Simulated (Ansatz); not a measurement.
# What Ba2C (model cell, started as cuprite) distorts into, part 3 of 3

Aim: this structure of Ba2C (model cell, started as cuprite) is to be tested for unstable modes, and one is followed downhill.

Ansatz 0.2.0; DFT PBEsol, scalar-relativistic, plane waves, PAW.

So far. Step 4 (The mode frozen in, largest atomic shift 0.32 Å): The run ends at a pressure of -0.31 GPa, with forces up to 0.41 eV/Å. Step 5 (Energy along the mode, all amplitudes (two of the runs …): The lowest of the steps tried is at 0.32 Å, 11.8 meV/atom below the parent; the bottom of the well need not coincide with a step. The relaxed cell has a = 6.878 Å (conventional setting).

The structure was built from a prototype and need not be the compound's stable phase.

## Step 7: The new phase in its own primitive cell (continued)

Little changed from the start: no atom moved by 0.005 Å and no cell edge by 0.1 %.

Numbers from this step:

```
pressure        : 0.006299 GPa
volume per atom : 27.11 Å³
```

The forces vanish by symmetry and the pressure is 0.006 GPa, within the tolerances set. The cell now holds 27.11 Å³/atom.

## Step 8: Modes of the new phase, k-mesh 10×10×10

A relaxed structure may still be a saddle point, so its zone-centre modes are computed. No field response is asked, since the mesh shows no gap.

File input.yaml:

```yaml
crystal:
  lattice:
    - [0.0, 3.4389909391, 3.4389909391]
    - [3.4389909391, 0.0, 3.4389909391]
    - [3.4389909391, 3.4389909391, 0.0]
  atoms:
    - { symbol: C, position: [0.0, 0.0, 0.0] }
    - { symbol: Ba, position: [0.75, 0.75, 0.75] }
    - { symbol: Ba, position: [0.25, 0.25, 0.25] }
kpoints:
  mp_grid: { grid: [10, 10, 10] }
hamiltonian:
  xc: pbesol
scf:
  occupations: { method: methfessel_paxton, width: 0.2 }
output:
  eigenvalues: true
phonons:
  method: dfpt
```

Started as:

```sh
> ansatz run input.yaml --threads 8 --pin off --max-ram 14336MiB --backend cpu --events-out ev --progress --plain --runs-dir out
```

Numbers of over 12 decimals in the logs are rounded to 6 here.

Output:

```text
zone centre: on kpoints.mp_grid the ground state, and the responses unless they are solved on pairs of k-points, stand on 102 of the mesh's 1000 k-points, reduced under 8 symmetry operations, with k and −k counted as one. Each operation leaves every solved displacement unchanged or reverses it
[...]
Crystal: 3 atoms, lattice volume = 81.344 Å³
Basis set: ecut = 420 eV, 1639 PW (Γ), exchange–correlation on 72×72×72 points (8 copies of the dense FFT grid, shifted against one another)
Bands: 16, of which v1, the nominal top of the filled ones, is band 12 counted from 1 (11 counted from 0)
Symmetry: 48 space group operations
k-points: 102 of 1000 (irreducible under 8 space group operations, time reversal used)
[...]
SCF iter   1: F=—  HF=-11970.148340 eV  |F-HF|=—  |Δ(HF+E_count)|=         —  Δρ=1.59e-2  dr2=4.77e-1  ethr=1.77e-3  ⟨swp⟩=8.2  Hψ=9993  notcnv=0
[...]
SCF iter  10: F=-11970.084306 eV  HF=-11970.084306 eV  |F-HF|=1.82e-12  |Δ(HF+E_count)|=  5.46e-12  S|Δr|=    0.00e0  Δρ=1.99e-8  dr2=4.87e-13  ethr=1.00e-12  ⟨swp⟩=5.6  Hψ=7220  notcnv=0
SCF 1 converged in 10 iterations: F = -11970.084306 eV  dr2 = 4.87e-13
[...]
DFPT response loops at Γ: preconditioner auto → Kerker (q_TF=auto, 2.226 Å⁻¹) (partly filled bands, converged f_vac=0.000); β = 1.00, the filter's whole step (`scf.mixing.beta` (0.50) is not read by the response loops under this deck's `scf.mixing.preconditioner`; to damp them name `kerker` or `kerker_dos`, under which they read `scf.mixing.beta`, and type it under 1.00, their step now; both keys bind the ground state too); Broyden in place of MSR1
SCF converged after 10 iterations
[...]
Free energy (F): -11970.084306 eV
[...]
Internal energy: -11970.090601 eV  (E = F + TS)
E sigma→0 (E₀):  -11970.085880 eV
Entropy (-TS):   0.006295 eV (2.098 meV/atom)
Fermi energy:    10.193559 eV
[...]
--- Band table (eV; the first three rows and the last of 102) ---
  k-point 0: bands = [... 8 lower, 2.0575, 8.0942, 8.0942, 8.0942, 10.2985, 10.3527, 10.3527, 14.6288]
  k-point 1: bands = [... 8 lower, 2.1464, 8.1003, 8.1830, 8.1830, 10.5024, 10.5024, 10.6434, 14.2074]
  k-point 2: bands = [... 8 lower, 2.3504, 8.2619, 8.4363, 8.4363, 10.9311, 10.9311, 11.4330, 13.4611]
  k-point 101: bands = [... 8 lower, 2.6770, 9.2089, 9.3290, 9.6993, 10.9817, 12.1519, 12.2543, 13.3248]
--- Phonons (Γ-DFPT): 2 representative perturbations + reference, on 102 of 1000 k-points (Σ response iterations 7) ---
  k mesh reduced under 8 symmetry operations, with k and −k counted as one. Each operation leaves every solved displacement unchanged or reverses it
  ASR residual: 2.191e-5 → 0.000e0 eV/Å²; symmetrization residual: 1.936e-7 eV/Å²
  ASR residual per site (eV/Å²): 2.19e-5 2.07e-6 2.07e-6
  Γ frequencies (cm⁻¹): 0.00 0.00 0.00 68.64 68.64 68.64 230.79 230.79 230.79
  non-analytic LO–TO correction: not included (Born effective charges unavailable; polar crystals: no LO–TO splitting at Γ)
```

Run time: 6.3 s. Hardware: 8 threads of Arm Neoverse V2, shared host; peak memory 0.87 GiB; 44 s of CPU time.

This step gave:

```yaml
sum_rule_residual_before_enforcement: 2.19e-5 eV/Å²
highest_optical_mode_at_the_zone_centre_no_lo_to_term: 230.8 cm⁻¹
lowest_optical_zone_centre_mode: 68.64 cm⁻¹
```

Patterns of degenerate modes are one choice out of their space. Modes at Γ, with each element's share of the kinetic energy:

| mode | frequency (cm⁻¹) | symmetry | C % | Ba % |
| --- | --- | --- | --- | --- |
| 1 | 0.0 | acoustic | 4 | 96 |
| 2 | 0.0 | acoustic | 4 | 96 |
| 3 | 0.0 | acoustic | 4 | 96 |
| 4 | 68.6 | T2g | 0 | 100 |
| 5 | 68.6 | T2g | 0 | 100 |
| 6 | 68.6 | T2g | 0 | 100 |
| 7 | 230.8 | T1u | 96 | 4 |
| 8 | 230.8 | T1u | 96 | 4 |
| 9 | 230.8 | T1u | 96 | 4 |

Displacements in mode 5 (68.6 cm⁻¹), the largest set to 1:
```
C1   0.00  0.00  0.00
Ba2 -0.35  1.00 -0.24
Ba3  0.35 -1.00  0.24
```

Displacements in mode 9 (230.8 cm⁻¹), the largest set to 1:
```
C1   0.00  0.00  1.00
Ba2  0.00  0.00 -0.04
Ba3  0.00  0.00 -0.04
```

Before it was imposed, the acoustic sum rule was missed by 2.2e-5 eV/Å². Small misses are needed for a sound result but don't prove that mesh and cutoff are converged. The lowest optical mode is real, 68.6 cm⁻¹.

## Step 9: What came out

* unstable mode of the parent: q = (0, 0, -0.5), 132i cm⁻¹
* depth at the lowest point sampled: 11.8 meV/atom
* largest atomic shift at that point: 0.32 Å
* space group reached (within 0.01 Å): Fm-3m
* energy gained over the parent (first relaxation, on the mesh of the frozen mode): 370 meV/atom
* volume per atom, phase reached: 27.1 Å³
* lowest optical zone-centre mode, phase reached: 68.6 cm⁻¹
* highest optical mode at the zone centre (no LO-TO term), phase reached: 231 cm⁻¹

From this start the structure relaxes into Fm-3m, 370 meV/atom below the parent. At the parent's cell the well is 11.78 meV/atom deep on the steps tried, with its lowest point at a shift of 0.32 Å. Relaxing atoms and cell changes the gain by +358.12 meV/atom against the lowest step (energies at zero smearing). Most of the total comes from this relaxation. The frozen pattern makes up only 3 % of the final shifts of the atoms, so other modes or strain give most of the change. The new phase has no imaginary mode at the zone centre of its cell; other wavevectors were not checked. Of the 6 patterns followed to their end from this parent, this one reaches the lowest energy. Each path keeps the symmetry of its pattern, so a lower phase may lie along a pattern not tried. With no gap, or one that is small against the smearing, the frequencies hang on the k mesh and the smearing, most of all near Kohn anomalies. Spin-orbit coupling is left out, which can matter for the heavy elements here. The starting cell was built on a prototype and not taken from a measurement, so the phase need not exist.

[Logs are printed without paths, hosts, clocks, repeated set-up lines and the standing remarks that a program may print on its own settings, such as how far it seeks lower states.]

[Hosts, paths, dates, database ids (printed as entryN), source tags and the programs' standing remarks are cut or masked in the printed files.]
